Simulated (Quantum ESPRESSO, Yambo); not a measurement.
# Quasiparticle gap of SrCl2 (Fm-3m) in Yambo, part 2 of 3

Wanted: ground state, empty states, screening and self-energy for SrCl2 (Fm-3m).

Quantum ESPRESSO 7.5 and Yambo 5.3.0; PBE and many-body steps on it, plane waves. Known limits of the many-body steps: not at the basis limit; no spin-orbit coupling.

So far. Step 2 (Ground state): The gap is indirect, with the least direct gap 0.17 eV higher. Step 3 (Bands along the symmetry lines): The gap is 5.343 eV, as in the run before at this level.

### 4. Empty states on the mesh, 4×4×4 mesh, 79 bands

Level of this step: DFT, PBE, plane waves, norm-conserving pseudopotentials (Quantum ESPRESSO).

The sums over transitions need many empty states on a uniform mesh; this step solves for them.

Contents of pw.in:

```
&control
  calculation = 'nscf'
  prefix = 'x'
  outdir = 'o'
  pseudo_dir = 'pseudo'
/
&system
  ibrav = 0
  nat = 3
  ntyp = 2
  ecutwfc = 56.0
  nbnd = 79
  force_symmorphic = .true.
/
&electrons
  conv_thr = 1e-9
  electron_maxstep = 80
  diago_full_acc = .true.
  diago_thr_init = 5e-6
/
ATOMIC_SPECIES
  Sr 87.62 Sr.upf
  Cl 35.45 Cl.upf
CELL_PARAMETERS angstrom
  -0.0000000000 3.4883500000 3.4883500000
  3.4883500000 -0.0000000000 3.4883500000
  3.4883500000 3.4883500000 -0.0000000000
ATOMIC_POSITIONS crystal
  Sr 0.0000000000 0.0000000000 0.0000000000
  Cl 0.2500000000 0.2500000000 0.2500000000
  Cl 0.7500000000 0.7500000000 0.7500000000
K_POINTS automatic
  4 4 4 0 0 0
```

Run with:

```
> OMP_NUM_THREADS=1 mpirun -n 4 pw.x -nk 4 -in pw.in > pw.out
```

Log:

```text
[banner, memory and clock lines left out]
Program PWSCF v.7.5 starts

     Atomic positions and unit cell read from directory:
     o/x.save/

     Message from routine setup:
     using ibrav=0 with symmetry is DISCOURAGED, use correct ibrav instead

     G-vector sticks info

     bravais-lattice index     =            0
     lattice parameter (alat)  =       9.3225  a.u.
     unit-cell volume          =     572.9105 (a.u.)^3
     number of atoms/cell      =            3
     number of atomic types    =            2
     number of electrons       =        24.00
     number of Kohn-Sham states=           79
     kinetic-energy cutoff     =      56.0000  Ry
     charge density cutoff     =     224.0000  Ry
     Exchange-correlation= PBE
                           (   1   4   3   4   0   0   0)

     celldm(1)=   9.322533  celldm(2)=   0.000000  celldm(3)=   0.000000
     celldm(4)=   0.000000  celldm(5)=   0.000000  celldm(6)=   0.000000

     crystal axes: (cart. coord. in units of alat)
               a(1) = (  -0.000000   0.707107   0.707107 )
               a(2) = (   0.707107  -0.000000   0.707107 )
               a(3) = (   0.707107   0.707107  -0.000000 )

     reciprocal axes: (cart. coord. in units 2 pi/alat)
               b(1) = ( -0.707107  0.707107  0.707107 )
               b(2) = (  0.707107 -0.707107  0.707107 )
               b(3) = (  0.707107  0.707107 -0.707107 )
     Pseudo is Norm-conserving + core correction, Zval = 10.0
     Generated using ONCVPSP code by D. R. Hamann
     Using radial grid of 1834 points,  6 beta functions with:
     Pseudo is Norm-conserving + core correction, Zval =  7.0
     Generated using ONCVPSP code by D. R. Hamann
     Using radial grid of 1028 points,  6 beta functions with:
     Sr               10.00    87.62000     Sr( 1.00)
     Cl                7.00    35.45000     Cl( 1.00)

     48 Sym. Ops., with inversion, found

   Cartesian axes

     site n.     atom                  positions (alat units)
         1        Sr     tau(   1) = (   0.0000000   0.0000000   0.0000000  )
         2        Cl     tau(   2) = (   0.3535534   0.3535534   0.3535534  )
         3        Cl     tau(   3) = (   1.0606602   1.0606602   1.0606602  )

     number of k points=     8
                       cart. coord. in units 2pi/alat
        k(    1) = (   0.0000000   0.0000000   0.0000000), wk =   0.0312500
        k(    2) = (   0.1767767   0.1767767  -0.1767767), wk =   0.2500000
        k(    3) = (  -0.3535534  -0.3535534   0.3535534), wk =   0.1250000
[...]
k(    7) = (  -0.7071068   0.0000000   0.0000000), wk =   0.0937500
        k(    8) = (  -0.7071068   0.3535534   0.0000000), wk =   0.1875000

     Dense  grid:    32455 G-vectors     FFT dimensions: (  45,  45,  45)

     The potential is recalculated from file :
     o/x.save/charge-density

     Starting wfcs are   13 randomized atomic wfcs +   66 random wfcs

     Band Structure Calculation

     End of band structure calculation

          k = 0.0000 0.0000 0.0000 (  4015 PWs)   bands (ev):

   -29.6922 -11.6801 -11.6801 -11.6801 -10.1550  -9.3075   1.0281   1.0281
     1.0281   2.8104   2.8104   2.8104   8.4874   9.2525   9.2525  12.1192
    12.1192  12.1192  12.4810  12.4810  12.4810  16.8144  16.8144  16.8336
[...]
47.3077  47.3077  47.3078  48.1499  48.1499  48.1500  48.1758

          k = 0.1768 0.1768-0.1768 (  4032 PWs)   bands (ev):

[...]
45.2212  46.4561  46.4561  46.9062  47.1419  47.1419  48.4007

          k =-0.3536-0.3536 0.3536 (  4044 PWs)   bands (ev):

[...]
36.7097  37.1754  38.0682  38.0682  38.7566  40.0198  40.0198  40.2168
    41.0927  41.2539  41.2539  41.4262  41.4262  43.6286  44.1796  45.7057
    46.6364  46.6364  47.1226  47.6983  47.6983  48.0526  48.0527

          k = 0.3536 0.0000 0.0000 (  4064 PWs)   bands (ev):

     [... further k-points ...]

     highest occupied, lowest unoccupied level (ev):     3.1445    8.4874

     XML data file, pseudopotentials, collected wavefunctions
```

The job ended after 5.6 s (4 MPI ranks of Arm Neoverse V2, shared host; peak memory 0.32 GiB; 22 s of CPU time).

Numbers from this step:

```yaml
gap: 5.343 eV
k_of_the_valence_top: 0, -0.5, -0.5
k_of_the_conduction_bottom: 0, 0, 0
least_direct_gap: 5.512 eV
k_points_computed: 8
lowest_point_of_the_top_converged_band_above_the_valence_top: 43.90 eV
```

On this mesh the gap is 5.343 eV.

### 5. Conversion and set-up

This step: Yambo 5.3.0; conversion and set-up on PBE, plane waves, norm-conserving pseudopotentials.

The states are converted to the many-body program's format and the q mesh is built.

Run with:

```
> (cd o/x.save; p2y > p2y.log; mv SAVE ../..); yambo > setup.log
```

Log:

```text
 Yambo, version 5.3.0

 [02] CORE Variables Setup
 =========================

  [02.01] Unit cells
  ==================

  Cell kind             :  FCC
  Atoms in the cell     :  Sr  Cl
  number of Sr atoms    :  1
  number of Cl atoms    :  2

  List of atomic masses
  Mass of Sr    :  87.62000
  Mass of Cl    :  35.45000

  List of atomic coordinates    : [cc]
  Sr1       :  0.000000  0.000000  0.000000  order 1
  Cl1       :  3.296013  3.296013  3.296013  order 2
  Cl2       :  9.888039  9.888039  9.888039  order 3

  Alat factors          :  6.592026  6.592026  6.592026 [a.u.]
  Direct lattice volume :  572.9105 [a.u.]
  Direct lattice vectors:  A[ 1 ]  A[ 2 ]  A[ 3 ]
   A[ 1 ]: -0.000000  1.000000  1.000000  [iru]
  -0.000000  6.592026  6.592026  [cc]
   A[ 2 ]:  1.000000 -0.000000  1.000000  [iru]
   6.592026 -0.000000  6.592026  [cc]
   A[ 3 ]:  1.000000  1.000000 -0.000000  [iru]
   6.592026  6.592026 -0.000000  [cc]

  Recip. lattice volume :  0.432965 [a.u.]
  Recip. lattice vectors:  B[ 1 ]  B[ 2 ]  B[ 3 ]
   B[ 1 ]: -0.500000  0.500000  0.500000  [iku]
  -0.476575  0.476575  0.476575  [cc]
   B[ 2 ]:  0.500000 -0.500000  0.500000  [iku]
   0.476575 -0.476575  0.476575  [cc]
   B[ 3 ]:  0.500000  0.500000 -0.500000  [iku]
   0.476575  0.476575 -0.476575  [cc]

  [02.02] Symmetries
  ==================

  Inversion symmetry    : yes
  Spatial inversion     : yes
  Inversion index       :  25
  K-space Time-reversal : no
  Magnetic symmetries   : no
  Group table correct   : yes
  Symmetries units      :  [cc]

   [S  1]:   1.0000     -0.61463E-17 -0.61463E-17 -0.61463E-17   1.0000      0.61463E-17  0.61463E-17  0.61463E-17   1.0000
   [S  2]:  -1.0000      0.61463E-17 -0.61463E-17  0.61463E-17  -1.0000      0.61463E-17 -0.61463E-17 -0.61463E-17   1.0000
   [S  3]:  -1.0000     -0.61463E-17  0.61463E-17  0.61463E-17   1.0000     -0.61463E-17 -0.61463E-17  0.61463E-17  -1.0000
[...]
[... 36 further rows ...]
   [S 47]: -0.61463E-17   1.0000      0.61463E-17  0.61463E-17 -0.61463E-17  -1.0000       1.0000      0.61463E-17 -0.61463E-17
   [S 48]: -0.61463E-17  -1.0000     -0.61463E-17  0.61463E-17  0.61463E-17   1.0000       1.0000     -0.61463E-17  0.61463E-17

  [02.03] Reciprocal space
  ========================

  nG shells         :   331
  nG charge         :   32455
  nG WFs            :   4935
  nC WFs            :   4088
  G-vecs. in first 33 shells:  [ Number ]
     1    9   15   27   51   59   65   89  113
    137   169   181   229   259   283   307   331   339
    387   411   459   531   537   561   609   645   701
    725   749   821   869   893   941
  ...
  Shell energy in first 33 shells:  [ mHa ]
    0.00000      340.685      454.247      908.494      1249.18      1362.74      1816.99      2157.67      2271.23
    2725.48      3066.17      3633.97      3974.66      4088.22      4542.47      4883.15      4996.72      5450.96
[...]
BZ  K-points                                      :   64

  K/Q-points units:
  rlu = crystal or reduced units; cc = cartesian coordinates; iku = interal k-units

  K [1]          [rlu]:  0.000000  0.000000  0.000000
         WF components:   4015
  K [2]          [rlu]:  0.30840E-17  0.30840E-17  0.25000
         WF components:   4032
  K [3]          [rlu]: -0.61680E-17 -0.61680E-17 -0.50000
         WF components:   4044
  K [4]          [rlu]: -0.54799E-17  0.25000      0.25000
         WF components:   4064
  K [5]          [rlu]: -0.19719E-16  0.25000     -0.50000
         WF components:   4058
  [... 2 further k-points ...]
  K [8]          [rlu]:  0.250000 -0.500000 -0.250000
         WF components:   4056

  [02.05] Energies & Occupations
  ==============================

  [X] === General ===
  [X] Electronic Temperature                        :  0.000000  0.000000 [eV K]
  [X] Bosonic    Temperature                        :  0.000000  0.000000 [eV K]
  [X] Finite Temperature mode                       : no
  [X] El. density                                   :  0.28270E+24 [cm-3]
  [X] Fermi Level                                   :  3.144460 [eV]

  [X] === Gaps and Widths ===
  [X] Conduction Band Min                           :  5.342898 [eV]
  [X] Valence Band Max                              :  0.000000 [eV]
  [X] Filled Bands                                  :  12
  [X] Empty Bands                                   :   13   79
  [X] Direct Gap                                    :  5.511898 [eV]
  [X] Direct Gap localized at k                     :   7
  [X] Indirect Gap                                  :  5.342898 [eV]
  [X] Indirect Gap between kpts                     :   7   1
  [X] Last valence band width                       :  1.042953 [eV]
  [X] 1st conduction band width                     :  1.387901 [eV]

  E @ K [1]:  [eV]
  -32.83663 -14.82456 -14.82456 -14.82456 -13.29941 -12.45199  -2.11633  -2.11633
  -2.116330 -0.334091 -0.334091 -0.334091  5.342898  6.108084  6.108084  8.974729
    8.97473   8.97473   9.33654   9.33654   9.33654  13.66996  13.66996  13.68913
  occ @ K [1]
[...]
E @ K [2]:  [eV]
[...]
occ @ K [2]
[...]
E @ K [3]:  [eV]
[...]
occ @ K [3]
[...]
E @ K [4]:  [eV]
[...]
occ @ K [4]
[...]
E @ K [5]:  [eV]
[...]
occ @ K [5]
[...]
[... 2 further k-points ...]
  E @ K [8]:  [eV]
[...]
occ @ K [8]
[...]
2.000000  2.000000  2.000000  2.000000  0.000000  0.000000  0.000000  0.000000
   0.000000  0.000000  0.000000  0.000000  0.000000  0.000000  0.000000  0.000000

 [03] Transferred momenta grid and indexing
 ==========================================

 IBZ Q-points                                      :   8
 BZ  Q-points                                      :   64

 K/Q-points units:
 rlu = crystal or reduced units; cc = cartesian coordinates; iku = interal k-units

 Q [1]          [rlu]:  0.000000  0.000000  0.000000
 Q [2]          [rlu]: -0.24672E-16 -0.24672E-16  0.25000
 Q [3]          [rlu]:  0.49343E-16  0.49343E-16 -0.50000
[...]
Q [7]          [rlu]:  0.10960E-16 -0.50000     -0.50000
 Q [8]          [rlu]:  0.250000 -0.500000 -0.250000

  [03.01] X indexes
  =================

   [03.01.01] Sigma indexes
   ========================

 [06] Game Over & Game summary
```

The job ended after 2.3 s (1 MPI rank; peak memory 0.25 GiB).

(Continued in part 3 of 3.)

[Paths, hosts, dates, memory and timing lines, banners, echoed tables and standing remarks are left out of the program output.]

[Logs are printed without paths, hosts, clocks, repeated set-up lines and the standing remarks that a program may print on its own settings, such as how far it seeks lower states.]

[Runs of the session that timed out or met a known fault of the program may be left out.]

[Hosts, paths, dates, database ids (printed as entryN), source tags and the programs' standing remarks are cut or masked in the printed files.]
